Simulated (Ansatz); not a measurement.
**Na2H2SO (built on the sites of a database entry of NaHO): a soft mode frozen in**

Wanted: the energy along a soft mode of Na2H2SO (built on the sites of a database entry of NaHO) and the structure at the end.

Program: Ansatz 0.2.0. Level of theory: DFT PBEsol, scalar-relativistic, plane waves, PAW. Results are calculated unless marked as measured.

This is a report of a sequence of runs, with most program output left out.

The structure was built from a prototype and need not be the compound's stable phase.

## Step 1: The structure

It takes space group Amm2 (No. 38, orthorhombic). Conventional cell: a = 3.773 Å, b = 3.814 Å, c = 11.841 Å, α = 90.00°, β = 90.00°, γ = 90.00°. Nearest to Na lie 1 O at 2.23 Å and 4 S at 2.76 Å. Nearest to Na lie 6 H at 2.53 to 2.85 Å and 4 O at 2.68 Å and 1 S at 2.90 Å. H has 1 O at 0.98 Å nearest. Nearest to H lie 1 S at 1.36 Å and 2 H at 2.01 Å and 2 O at 2.52 Å and 2 Na at 2.53 Å. S has 3 H at 1.36 to 2.78 Å and 5 Na at 2.76 to 2.90 Å nearest. Nearest to O lie 3 H at 0.98 to 2.52 Å and 5 Na at 2.23 to 2.68 Å. Farther neighbours and most contacts between anions are not listed.

## Step 2: Response at finite wavevector

The cell comes from relaxations at this level that are not shown. Stability and thermal properties need the whole zone. Linear response on a 2×2×2 q mesh gives force constants as far as a supercell of that size would, and the tensors from the zone-centre run are typed in so that the long-range dipole term is interpolated apart.

File input.yaml:

```yaml
crystal:
  lattice:
    - [1.9071828163, -5.9202682505, 0.0]
    - [1.9071828163, 5.9202682505, 0.0]
    - [0.0, 0.0, 3.772592245]
  atoms:
    - { symbol: Na, position: [0.3198702215, 0.6801297785, 0.25] }
    - { symbol: Na, position: [0.6317228143, 0.3682771857, 0.75] }
    - { symbol: H, position: [0.0493096067, 0.9506903933, 0.25] }
    - { symbol: H, position: [0.9909204428, 0.0090795572, 0.75] }
    - { symbol: S, position: [0.8764542679, 0.1235457321, 0.75] }
    - { symbol: O, position: [0.1317226467, 0.8682773533, 0.25] }
kpoints:
  mp_grid: { grid: [6, 6, 6] }
hamiltonian:
  xc: pbesol
scf:
  occupations: { method: fixed }
output:
  eigenvalues: true
phonons:
  method: dfpt
  qmesh: [2, 2, 2]
  temperatures: { t_max: 1000, t_step: 50 }
  qpath:
    path:
      - [[0.0, 0.0, 0.0], [-0.5, 0.5, 0.0], [-0.7240557, 0.2759443, 0.0]]
      - [[-0.2759443, -0.2759443, 0.0], [0.0, 0.0, 0.0], [0.0, 0.0, -0.5], [-0.2759443, -0.2759443, -0.5]]
      - [[-0.7240557, 0.2759443, -0.5], [-0.5, 0.5, -0.5], [-0.5, 0.5, 0.0]]
      - [[0.0, 0.0, 0.0], [-0.5, 0.0, 0.0], [-0.5, 0.0, -0.5], [0.0, 0.0, -0.5], [-0.5, 0.5, -0.5]]
    npoints: 10
  non_analytic_term:
    high_frequency_dielectric_tensor: [[2.8888, 0.0, 0.0], [0.0, 2.802, 0.0], [0.0, 0.0, 3.117]]
    born_effective_charges:
      - { species: Na, tensor: [[1.0585, 0.0, 0.0], [0.0, 0.9631, 0.0], [0.0, 0.0, 1.04]] }
      - { species: Na, tensor: [[1.1236, 0.0, 0.0], [0.0, 1.3071, 0.0], [0.0, 0.0, 1.0266]] }
      - { species: H, tensor: [[0.1482, 0.0, 0.0], [0.0, 0.2224, 0.0], [0.0, 0.0, 0.4872]] }
      - { species: H, tensor: [[0.0465, 0.0, 0.0], [0.0, 0.2066, 0.0], [0.0, 0.0, 0.293]] }
      - { species: S, tensor: [[-1.1288, 0.0, 0.0], [0.0, -1.1133, 0.0], [0.0, 0.0, -1.2504]] }
      - { species: O, tensor: [[-1.248, 0.0, 0.0], [0.0, -1.5859, 0.0], [0.0, 0.0, -1.5965]] }
    source: "zone-centre run at this cell"
```

Run with:

```sh
ansatz run input.yaml --threads 8 --pin off --max-ram 14336MiB --backend cpu --events-out ev --progress --plain --runs-dir out
```

Run time: 3.5 min. Hardware: 8 threads of Arm Neoverse V1, shared host; peak memory 0.85 GiB; 27 min of CPU time.

This step gave:

```yaml
gap_on_the_k_mesh: 2.207 eV
volume_per_atom: 14.20 Å³
sum_rule_residual_before_enforcement: 0.001258 eV/Å²
lowest_frequency_on_the_path: -417.1 cm⁻¹
point_group: mm2
highest_frequency_on_the_path_or_at_a_solved_wavevector: 3631 cm⁻¹
highest_optical_mode_at_the_zone_centre_no_lo_to_term: 3628 cm⁻¹
lowest_optical_zone_centre_mode: -416.5 cm⁻¹
lowest_mode_on_the_q_mesh_acoustic_modes_at_gamma_apart: -416.5 cm⁻¹
```

Frequencies (cm⁻¹) solved at each irreducible wavevector; negative means imaginary. Frequencies by wavevector, by row:

| q in reciprocal lattice units | star | mode 1 | mode 2 | mode 3 | mode 4 | mode 16 | mode 17 | mode 18 |
| --- | --- | --- | --- | --- | --- | --- | --- | --- |
| 0 0 0 | 1 | -416.5 | -93.4 | -59.7 | -54.3 | 701.6 | 2566 | 3628 |
| 0 0 -0.5 | 1 | -131.7 | -84.1 | -66.1 | 101.1 | 646.7 | 2558 | 3624 |
| 0 -0.5 0 | 2 | -415.3 | -49.7 | 34.7 | 57.1 | 689.4 | 2564 | 3626 |
| 0 -0.5 -0.5 | 2 | -77.4 | -62.2 | -53 | 71.1 | 639.2 | 2556 | 3623 |
| -0.5 -0.5 0 | 1 | -404.4 | -75 | -61.2 | -57.1 | 688.1 | 2568 | 3631 |
| -0.5 -0.5 -0.5 | 1 | -119.7 | -65.7 | 21.8 | 80.4 | 674.6 | 2558 | 3624 |

Interpolated from a 2×2×2 q mesh, rough between the solved points, with the LO-TO term (at Γ the limit along the path; where Γ stands inside the path, tables give the limit on arrival). Phonon branches along the path, in cm⁻¹:

| point | branch 1 | branch 2 | branch 3 | branch 4 | branch 15 | branch 16 | branch 17 | branch 18 |
| --- | --- | --- | --- | --- | --- | --- | --- | --- |
| Γ | -416 | -93 | -60 | -54 | 579 | 702 | 2568 | 3631 |
| halfway | -411 | -86 | -61 | -57 | 585 | 695 | 2568 | 3631 |
| Y | -404 | -75 | -61 | -57 | 591 | 688 | 2568 | 3630 |
| halfway | -408 | -58 | 43 | 62 | 614 | 687 | 2566 | 3628 |
| C0 | -414 | -51 | 39 | 66 | 640 | 688 | 2564 | 3626 |
| jump to Σ0 | -414 | -51 | 39 | 66 | 640 | 688 | 2564 | 3626 |
| halfway | -417 | -55 | 36 | 39 | 616 | 696 | 2564 | 3627 |
| Γ | -416 | -93 | -60 | 0 | 584 | 702 | 2566 | 3628 |
| halfway | -270 | -87 | -59 | 67 | 570 | 688 | 2562 | 3626 |
| Z | -132 | -84 | -66 | 101 | 560 | 647 | 2558 | 3624 |
| halfway | -122 | -62 | 43 | 81 | 587 | 638 | 2557 | 3623 |
| A0 | -90 | -63 | 17 | 71 | 602 | 642 | 2556 | 3623 |
| jump to E0 | -90 | -63 | 17 | 71 | 602 | 642 | 2556 | 3623 |
| halfway | -118 | -50 | 53 | 73 | 577 | 662 | 2557 | 3624 |
| T | -120 | -66 | 22 | 80 | 558 | 675 | 2558 | 3624 |
| halfway | -264 | -62 | -36 | 76 | 576 | 687 | 2562 | 3627 |
| Y | -404 | -75 | -61 | -57 | 591 | 688 | 2568 | 3630 |
| jump to Γ | -416 | -93 | -60 | 0 | 584 | 702 | 2566 | 3628 |
| halfway | -416 | -56 | -15 | 43 | 612 | 696 | 2565 | 3627 |
| S | -415 | -50 | 35 | 57 | 640 | 689 | 2564 | 3626 |
| halfway | -299 | -48 | 14 | 79 | 622 | 670 | 2560 | 3624 |
| R | -77 | -62 | -53 | 71 | 604 | 639 | 2556 | 3623 |
| halfway | -123 | -62 | 47 | 82 | 583 | 642 | 2557 | 3624 |
| Z | -132 | -84 | -66 | 101 | 560 | 647 | 2558 | 3624 |
| halfway | -125 | -66 | -60 | 92 | 559 | 661 | 2558 | 3624 |
| T | -120 | -66 | 22 | 80 | 558 | 675 | 2558 | 3624 |

Symmetry leaves 6 wavevectors to solve. The lowest mode among them, the acoustic zeros apart, lies at Γ and is imaginary, 416.5i cm⁻¹, so the energy falls along it.

## Step 3: The mode frozen in, largest atomic shift 0 Å

The mode followed lies at Γ with frequency 416.5i cm⁻¹, the softest among the wavevectors solved. At small amplitude the distorted cell has space group no. 8 by a symmetry search on the positions. The undistorted cell that holds it gives the zero of energy on the same k mesh.

input.yaml, the sections that differ from step 2:

```yaml
scf:
  occupations: { method: gaussian, width: 0.02 }
output:
  forces: true
  stress: true
  eigenvalues: true
# crystal, kpoints, hamiltonian: as in step 2
# phonons: removed
```

It took 1.5 s on 8 threads; peak memory 0.52 GiB.

Numbers from this step:

* pressure: -2.32e-4 GPa
* energy from the undistorted cell: 0 meV/atom

At this level the gap is 2.21 eV on the k-mesh of the self-consistent run, which can miss the band edges.

## Step 4: The mode frozen in, largest atomic shift 0.32 Å

The atoms are moved along the unstable eigenvector, the largest shift by 0.32 Å, with the cell fixed.

input.yaml, the sections that differ from step 3:

```yaml
crystal:
  lattice:
    - [1.9071828163, -5.9202682505, 0.0]
    - [1.9071828163, 5.9202682505, 0.0]
    - [0.0, 0.0, 3.772592245]
  atoms:
    - { symbol: Na, position: [0.3198702215, 0.6801297785, 0.2504255817] }
    - { symbol: Na, position: [0.6317228143, 0.3682771857, 0.7491625552] }
    - { symbol: H, position: [0.0493096067, 0.9506903933, 0.2082292243] }
    - { symbol: H, position: [0.9909204428, 0.0090795572, 0.6651776871] }
    - { symbol: S, position: [0.8764542679, 0.1235457321, 0.7528222068] }
    - { symbol: O, position: [0.1317226467, 0.8682773533, 0.2529123395] }
# kpoints, hamiltonian, scf, output: as in step 3
```

The job ended after 1.9 s (8 threads; peak memory 0.55 GiB).

This step gave:

```yaml
pressure: -1.123 GPa
gap_on_the_k_mesh: 2.234 eV
energy_from_the_undistorted_cell: -3.236 meV/atom
```

The energy, extrapolated to zero smearing, is -3.24 meV/atom against the undistorted cell.

The run ends at a pressure of -1.12 GPa, with forces up to 0.81 eV/Å.

## Step 5: Energy along the mode, all amplitudes (two of the runs are shown above)

An imaginary frequency means negative curvature, so the energy should fall and then rise again as anharmonic terms take over.

This step gave:

```yaml
depth_at_the_lowest_point_sampled: 3.236 meV/atom
largest_atomic_shift_at_that_point: 0.32 Å
```

Energy from the parent against largest atomic shift:

| largest atomic shift (Å) | energy from the parent (meV/atom) |
| --- | --- |
| 0.000 | 0 |
| 0.040 | -0.11 |
| 0.080 | -0.429 |
| 0.140 | -1.21 |
| 0.220 | -2.46 |
| 0.320 | -3.24 |
| 0.450 | -0.113 |
| 0.600 | 13.9 |

Displacement at unit largest shift by atom:

| atom | x (Å) | y (Å) | z (Å) | size |
| --- | --- | --- | --- | --- |
| Na1 | 0.00 | 0.00 | 0.01 | 0.01 |
| Na2 | 0.00 | 0.00 | -0.01 | 0.01 |
| H3 | 0.00 | 0.00 | -0.49 | 0.49 |
| H4 | 0.00 | 0.00 | -1.00 | 1.00 |
| S5 | 0.00 | 0.00 | 0.03 | 0.03 |
| O6 | 0.00 | 0.00 | 0.03 | 0.03 |

The lowest of the steps tried is at 0.32 Å, 3.24 meV/atom below the parent; the bottom of the well need not coincide with a step.

## Step 6: Relaxation from the frozen mode

Starting from the lowest point found, all atoms and the cell are let go, so that strain and other modes of the same symmetry can join in.

Edit input.yaml of step 4 so:

```diff
@@ -17,3 +17,3 @@
 scf:
-  occupations: { method: gaussian, width: 0.02 }
+  occupations: { method: fixed }
 output:
@@ -22 +22,6 @@
   eigenvalues: true
+relax:
+  adjacent_minimum: "off"
+  f_tol: 0.002
+  max_steps: 120
+  cell: { stress_tol: 0.03 }
```

Wall time 72 s (8 threads); peak memory 0.6 GiB; 8.8 min of CPU time.

Relaxation path (22 of 33):

| step | energy less that of the first step (eV) | largest force component (eV/Å) | pressure (GPa) | volume (Å³) |
| --- | --- | --- | --- | --- |
| 1 | 0.0000 | 0.8053 | -1.12 | 85.19 |
| 3 | -0.1232 | 0.6672 | -0.88 | 82.36 |
| 4 | -0.1251 | 0.6471 | 1.03 | 81.95 |
| 6 | -0.1636 | 0.1801 | -0.19 | 81.68 |
| 7 | -0.1950 | 0.2395 | -0.20 | 81.59 |
| 9 | -0.2555 | 0.5631 | 0.32 | 81.38 |
| 10 | -0.3011 | 0.9136 | 1.94 | 82.05 |
| 12 | -0.4358 | 1.8548 | 0.43 | 82.89 |
| 13 | 0.8263 | 11.8933 | 7.68 | 82.81 |
| 15 | -0.5566 | 0.1336 | -0.08 | 82.56 |
| 16 | -0.5584 | 0.1091 | -0.06 | 82.51 |
| 18 | -0.5607 | 0.0241 | 0.06 | 82.33 |
| 19 | -0.5606 | 0.0296 | -0.01 | 82.50 |
| 21 | -0.5608 | 0.0007 | 0.00 | 82.47 |
| 22* | -0.5804 | 0.0124 | 0.30 | 82.47 |
| 24 | -0.5828 | 0.0496 | -0.04 | 83.56 |
| 25 | -0.5824 | 0.0865 | 0.09 | 83.67 |
| 27 | -0.5830 | 0.0152 | -0.02 | 83.72 |
| 28 | -0.5831 | 0.0027 | 0.00 | 83.74 |
| 30* | -0.5853 | 0.0017 | 0.04 | 83.74 |
| 31 | -0.5852 | 0.0039 | 0.01 | 83.87 |
| 33* | -0.5853 | 0.0006 | 0.00 | 83.90 |

Relaxation steps marked * repeat the geometry before them on a plane-wave basis chosen anew for their cell, so energy and pressure can jump there. Other such steps can lie between the rows shown. Relaxation steps 5, 13, 25 were tried and not accepted.

Forces are held to the 2 operations that the run works with; a distortion that breaks them can't arise in this run.

| cell as run | before | after | change |
| --- | --- | --- | --- |
| a (Å) | 6.220 | 5.299 | -14.8 % |
| b (Å) | 6.220 | 5.299 | -14.8 % |
| c (Å) | 3.773 | 4.281 | +13.5 % |
| α (°) | 90.00 | 89.80 | -0.2 % |
| β (°) | 90.00 | 90.20 | +0.2 % |
| γ (°) | 144.29 | 135.74 | -5.9 % |
| volume (Å³/atom) | 14.20 | 13.98 | -1.5 % |

The atoms that moved most (Å, as changes of fractional coordinates times the final cell):

| atom | dx | dy | dz | length |
| --- | --- | --- | --- | --- |
| H4 | 0.000 | -0.368 | -0.683 | 0.776 |
| O6 | 0.000 | 0.292 | 0.345 | 0.452 |
| S5 | 0.000 | -0.118 | 0.297 | 0.319 |
| H3 | 0.000 | 0.119 | -0.271 | 0.296 |
| Na1 | 0.000 | -0.144 | 0.232 | 0.273 |
| Na2 | 0.000 | 0.219 | 0.080 | 0.233 |

The relaxed structure:

```xyz
6
Lattice="1.9960 -4.9088 -0.0107 1.9960 4.9088 0.0107 0.0000 0.0068 4.2814" Properties=species:S:1:pos:R:3 pbc="T T T"
Na    1.9960    1.6259    1.3079
Na    1.9960   -1.0694    3.2849
H     1.9960    4.5453    0.6302
H     1.9960   -5.1833    2.1548
S     1.9960   -3.8087    3.5118
O     1.9960    3.9096    1.4353
```

Numbers from this step:

```yaml
pressure: 0.004138 GPa
gap_on_the_k_mesh: 2.131 eV
volume_per_atom: 13.98 Å³
```

The distorted start has space group Cm; the relaxation ends in Cm.

## Step 7: The new phase in its own primitive cell

The relaxed structure is symmetrised, reduced to its primitive cell and relaxed tightly, as its phonons need.

File input.yaml:

```yaml
crystal:
  lattice:
    - [4.9087626193, -1.996001803, 0.0]
    - [4.9087626193, 1.996001803, 0.0]
    - [-0.0160857835, 0.0, 4.2813518096]
  atoms:
    - { symbol: Na, position: [0.3345968668, 0.3345968668, 0.3046649124] }
    - { symbol: Na, position: [0.6094562323, 0.6094562323, 0.7678080014] }
    - { symbol: H, position: [0.0371182347, 0.0371182347, 0.1448849519] }
    - { symbol: H, position: [0.0283128414, 0.0283128414, 0.5059344102] }
    - { symbol: S, position: [0.8885169596, 0.8885169596, 0.8221726563] }
    - { symbol: O, position: [0.1019988651, 0.1019988651, 0.3332646623] }
kpoints:
  mp_grid: { grid: [6, 6, 6] }
hamiltonian:
  xc: pbesol
scf:
  occupations: { method: fixed }
output:
  forces: true
  stress: true
  eigenvalues: true
relax:
  adjacent_minimum: "off"
  f_tol: 0.001
  max_steps: 60
  cell: { stress_tol: 0.01 }
```

Wall time 6.5 s (8 threads); peak memory 0.58 GiB.

Little changed from the start: no atom moved by 0.005 Å and no cell edge by 0.1 %.

This step gave:

```
pressure           : 2.09e-4 GPa
gap on the k-mesh  : 2.132 eV
volume per atom    : 13.99 Å³
direct gap on mesh : 2.199 eV
```

The largest force component left is 0.96 meV/Å and the pressure is 0.000 GPa, within the tolerances set. The cell now holds 13.99 Å³/atom.

[end of part 1 of 2]

[Logs are printed without paths, hosts, clocks, repeated set-up lines and the standing remarks that a program may print on its own settings, such as how far it seeks lower states.]

[Hosts, paths, dates, database ids (printed as entryN), source tags and the programs' standing remarks are cut or masked in the printed files.]
